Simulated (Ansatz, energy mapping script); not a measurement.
# LiNiSe2 in the alpha-NaFeO2 structure: J from the energies of magnetic orders, part 3 of 3

Aim: the exchange couplings of LiNiSe2 in the alpha-NaFeO2 structure from the energies of a few collinear orders, and the ordering temperature that they give.

PBEsol with U = 7.8 eV on Ni d, ortho-atomic projectors; plane waves, U on orthogonalised atomic orbitals unless named otherwise, collinear spin, no spin–orbit coupling.

So far. Step 8 (Run 5 (parallel; cell C, 8 atoms)): The run ends ferromagnetic. For each magnetic atom its energy differs from the parallel run of the first cell by 0.13 meV, an error that one common reference would have brought in. Step 9 (Run 6 (compensated +−; cell C, 8 atoms)): The run ends antiferromagnetic, 89.66 meV a magnetic atom above the parallel order of its cell (energies taken at zero occupation width, not the printed F).

### Step 10. Order 7: parallel, cell D of 8 atoms

The parallel order again, as the reference for this cell.

This run holds the same structure in another cell (b 6.229 → 3.596 Å, c 6.444 → 12.377 Å, α 99.3 → 81.6°, β 106.2 → 81.6°, γ 90.0 → 60.0°).

The input, input.yaml:

```yaml
crystal:
  lattice:
    - [1.798064091, -3.114338361, 8.704e-06]
    - [3.596128182, 0.0, 0.0]
    - [1.798064091, -1.038078685, 12.201403716]
  atoms:
    - { symbol: Li, position: [0.0, 0.0, 0.0] }
    - { symbol: Li, position: [0.5, 0.5, 0.5] }
    - { symbol: Ni, position: [0.75, 0.75, 0.75], spin: 2.0 }
    - { symbol: Ni, position: [0.25, 0.25, 0.25], spin: 2.0 }
    - { symbol: Se, position: [0.878190187, 0.878190187, 0.365429439] }
    - { symbol: Se, position: [0.378190187, 0.378190187, 0.865429439] }
    - { symbol: Se, position: [0.621809813, 0.621809813, 0.134570561] }
    - { symbol: Se, position: [0.121809813, 0.121809813, 0.634570561] }
magnetization:
  spin_polarized: true
kpoints:
  mp_grid: { grid: [12, 12, 12] }
hamiltonian:
  xc: pbesol
  hubbard:
    sites:
      - { species: Ni, l: d, u_eff: 7.8 }
      - { site: 2, l: d, u_eff: 7.8, starting_ns: [{ spin: up, occupation_matrix: ni2_major }, { spin: down, occupation_matrix: ni2_minor }] }
      - { site: 3, l: d, u_eff: 7.8, starting_ns: [{ spin: up, occupation_matrix: ni2_major }, { spin: down, occupation_matrix: ni2_minor }] }
    projectors: ortho-atomic
    occupation_matrices:
      ni2_major:
        matrix:
          - [0.995, 0.0, 0.0, 0.0, 0.0]
          - [0.0, 0.983, 0.0, 0.0, 0.009]
          - [0.0, 0.0, 0.983, 0.009, 0.0]
          - [0.0, 0.0, 0.009, 0.989, 0.0]
          - [0.0, 0.009, 0.0, 0.0, 0.989]
      ni2_minor:
        matrix:
          - [0.993, 0.0, 0.0, 0.0, 0.0]
          - [0.0, 0.531, 0.0, 0.0, 0.317]
          - [0.0, 0.0, 0.531, 0.317, 0.0]
          - [0.0, 0.0, 0.317, 0.775, 0.0]
          - [0.0, 0.317, 0.0, 0.0, 0.775]
scf:
  occupations: { method: fermi_dirac, width: 0.03 }
output:
  eigenvalues: true
```

Started as:

```
ansatz run input.yaml --threads 4 --pin off --max-ram 8192MiB --backend cpu --events-out ev --progress --plain --runs-dir out
```

Numbers of over 12 decimals in the logs are rounded to 6 here.

Log:

```text
[...]
Crystal: 8 atoms, lattice volume = 136.650 Å³
Basis set: ecut = 420 eV, 2639 PW (Γ)
Bands: 66, of which v1, the nominal top of the filled ones, is band 53 counted from 1 (52 counted from 0)
Symmetry: 8 space group operations
k-points: 476 of 1728
[...]
Starting moments: Σ|m| = 4 μB on 2 of 8 sites
[...]
k-point 0 ↑: bands = [... 49 lower, 9.3629, 9.5043, 9.5043, 9.8566, 9.8566, 9.9604, 9.9604, 13.6097, ... 9 higher]
  k-point 1 ↑: bands = [... 49 lower, 9.3648, 9.5012, 9.5012, 9.8592, 9.8592, 9.9591, 9.9591, 13.6308, ... 9 higher]
  k-point 2 ↑: bands = [... 49 lower, 9.3706, 9.4922, 9.4922, 9.8663, 9.8663, 9.9552, 9.9552, 13.6860, ... 9 higher]
  k-point 475 ↓: bands = [... 49 lower, 7.5974, 7.6120, 7.8035, 10.7919, 10.9442, 11.4091, 11.5063, 12.4949, ... 9 higher]
Occupation matrices written to <dir>
[key lines of the parts left out:]
SCF converged after 17 iterations
Magnetization: 2.2157 μB (54.1079 up, 51.8921 down)
Free energy (F): -33711.584917 eV
Fermi energy:    9.097581 eV
```

The job ended after 3.4 min (4 threads of Arm Neoverse V2, shared host; peak memory 5.8 GiB; 13 min of CPU time).

The run ends ferromagnetic. For each magnetic atom its energy differs from the parallel run of the first cell by -2.37 meV, an error that one common reference would have brought in.

### Step 11. Compensated +− start in cell D (8 atoms)

This order reverses 0 of the 6 neighbours at 3.60 Å, 0 of the 6 neighbours at 6.23 Å and 6 of the 6 neighbours at 6.44 Å, counted for an average magnetic atom.

input.yaml, as its differences from that of step 10:

```diff
@@ -9,3 +9,3 @@
     - { symbol: Ni, position: [0.75, 0.75, 0.75], spin: 2.0 }
-    - { symbol: Ni, position: [0.25, 0.25, 0.25], spin: 2.0 }
+    - { symbol: Ni, position: [0.25, 0.25, 0.25], spin: -2.0 }
     - { symbol: Se, position: [0.878190187, 0.878190187, 0.365429439] }
@@ -24,3 +24,3 @@
       - { site: 2, l: d, u_eff: 7.8, starting_ns: [{ spin: up, occupation_matrix: ni2_major }, { spin: down, occupation_matrix: ni2_minor }] }
-      - { site: 3, l: d, u_eff: 7.8, starting_ns: [{ spin: up, occupation_matrix: ni2_major }, { spin: down, occupation_matrix: ni2_minor }] }
+      - { site: 3, l: d, u_eff: 7.8, starting_ns: [{ spin: up, occupation_matrix: ni2_minor }, { spin: down, occupation_matrix: ni2_major }] }
     projectors: ortho-atomic
```

Log:

```text
[...]
Crystal: 8 atoms, lattice volume = 136.650 Å³
Basis set: ecut = 420 eV, 2639 PW (Γ)
Bands: 66, of which v1, the nominal top of the filled ones, is band 53 counted from 1 (52 counted from 0)
Symmetry: 4 space group operations
k-points: 476 of 1728
[...]
Starting moments: Σ|m| = 4 μB on 2 of 8 sites
[...]
k-point 0 ↑: bands = [... 49 lower, 9.2639, 9.4476, 9.4476, 9.8948, 9.8948, 11.4497, 11.4497, 13.6614, ... 9 higher]
  k-point 1 ↑: bands = [... 49 lower, 9.2654, 9.4457, 9.4457, 9.8952, 9.8952, 11.4497, 11.4497, 13.6811, ... 9 higher]
  k-point 2 ↑: bands = [... 49 lower, 9.2695, 9.4404, 9.4404, 9.8964, 9.8964, 11.4498, 11.4498, 13.7321, ... 9 higher]
  k-point 475 ↓: bands = [... 49 lower, 7.2723, 7.4705, 7.6500, 8.8630, 9.3345, 11.2226, 11.2640, 12.3780, ... 9 higher]
Occupation matrices written to <dir>
[key lines of the parts left out:]
SCF converged after 21 iterations
Magnetization: 0.0001 μB (53.0000 up, 53.0000 down)
Free energy (F): -33711.448215 eV
Fermi energy:    9.020818 eV
```

The job ended after 4.3 min (4 threads; peak memory 5.9 GiB).

The run ends antiferromagnetic, 69.38 meV a magnetic atom above the parallel order of its cell (energies taken at zero occupation width, not the printed F).

### Step 12. The fit

Each energy difference is a sum of couplings weighted by the pairs that the order reverses. A few near shells are fitted to the differences by least squares. Energies are those extrapolated to zero occupation width, not the free energies F.

The orders side by side; each is measured from the parallel order in the same cell and on the same mesh:

```csv
order,atoms,energy (meV a magnetic atom),moments (μB),moments kept as typed,"opposed neighbours at 3.60, 6.23, 6.44 Å"
parallel in cell A,8,0.00,1.37,yes,"0, 0, 0"
compensated +− in cell A,8,71.71,1.38,yes,"4, 4, 4"
parallel in cell B,12,0.00,1.37,yes,"0, 0, 0"
uncompensated ++− in cell B,12,90.56,1.35 to 1.41,yes,"4, 0, 2.67"
parallel in cell C,8,0.00,1.37,yes,"0, 0, 0"
compensated +− in cell C,8,89.66,1.37,yes,"4, 4, 2"
parallel in cell D,8,0.00,1.37,yes,"0, 0, 0"
compensated +− in cell D,8,69.38,1.37,yes,"0, 0, 6"
```

Couplings from the energies, with E = −Σ J e·e over ordered pairs:

```csv
pair,distance (Å),neighbours,J (meV)
Ni–Ni,3.60,6,7.83
Ni–Ni,6.23,6,-1.67
Ni–Ni,6.44,6,5.24
```

These orders cannot tell some unfitted shells from fitted ones: the value at 3.60 Å holds J(3.60) + J(7.19), the value at 6.23 Å holds J(6.23) − J(7.19) and the value at 6.44 Å holds J(6.44) + 2 J(8.21); other unfitted shells add to the values wholly or in part.

Adding the shell at 7.38 Å gives 7.5, -1.7, 3.2 and 2.6 meV, an exact solve that tests nothing.

Limits of this fit: it misses the energies by up to 19 meV, so no temperature is drawn.

### Step 13. Outcome

```json
{"lowest order tried": "parallel", "largest fitted value (a combination of shells), Ni–Ni at 3.60 Å": "7.83 meV"}
```

**Reading.** Of the orders tried, LiNiSe2 in the alpha-NaFeO2 structure prefers parallel moments under PBEsol+U (7.8 eV). The largest fitted value is 7.8 meV, at 3.60 Å. It is a combination of shells that these orders cannot split, so neither its size nor its sign can be laid on that pair alone. The orders also reverse pairs at 7.19 and 7.38 Å, which are not fitted, so the fitted values hold their part too. With 4 differences for 3 couplings the fit misses by 19 meV at most, which is not small: farther shells, terms beyond the Heisenberg form or the mesh can cause that. In the fitted orders moments change by up to 2.5 % against the parallel run of the same cell, so their size stays put. Every order is gapless on its mesh at this level. In a metal exchange reaches farther, and a short model of fixed moments is less apt; where the compound is in fact an insulator, these couplings come from a wrongly metallic state. The cell was built from a prototype and relaxed; a distortion that needs a larger cell, or another structure that the compound may prefer, is not captured.

[Logs and program files are shortened in this print: banners, set-up blocks, solver, clock and traceback lines can be left out without a mark of their own.]

[Logs are printed without paths, hosts, clocks, repeated set-up lines and the standing remarks that a program may print on its own settings, such as how far it seeks lower states.]

[Hosts, paths, dates, database ids (printed as entryN), source tags and the programs' standing remarks are cut or masked in the printed files.]

[Where a cell is said to come from a database of computed structures, the database is the Materials Project.]
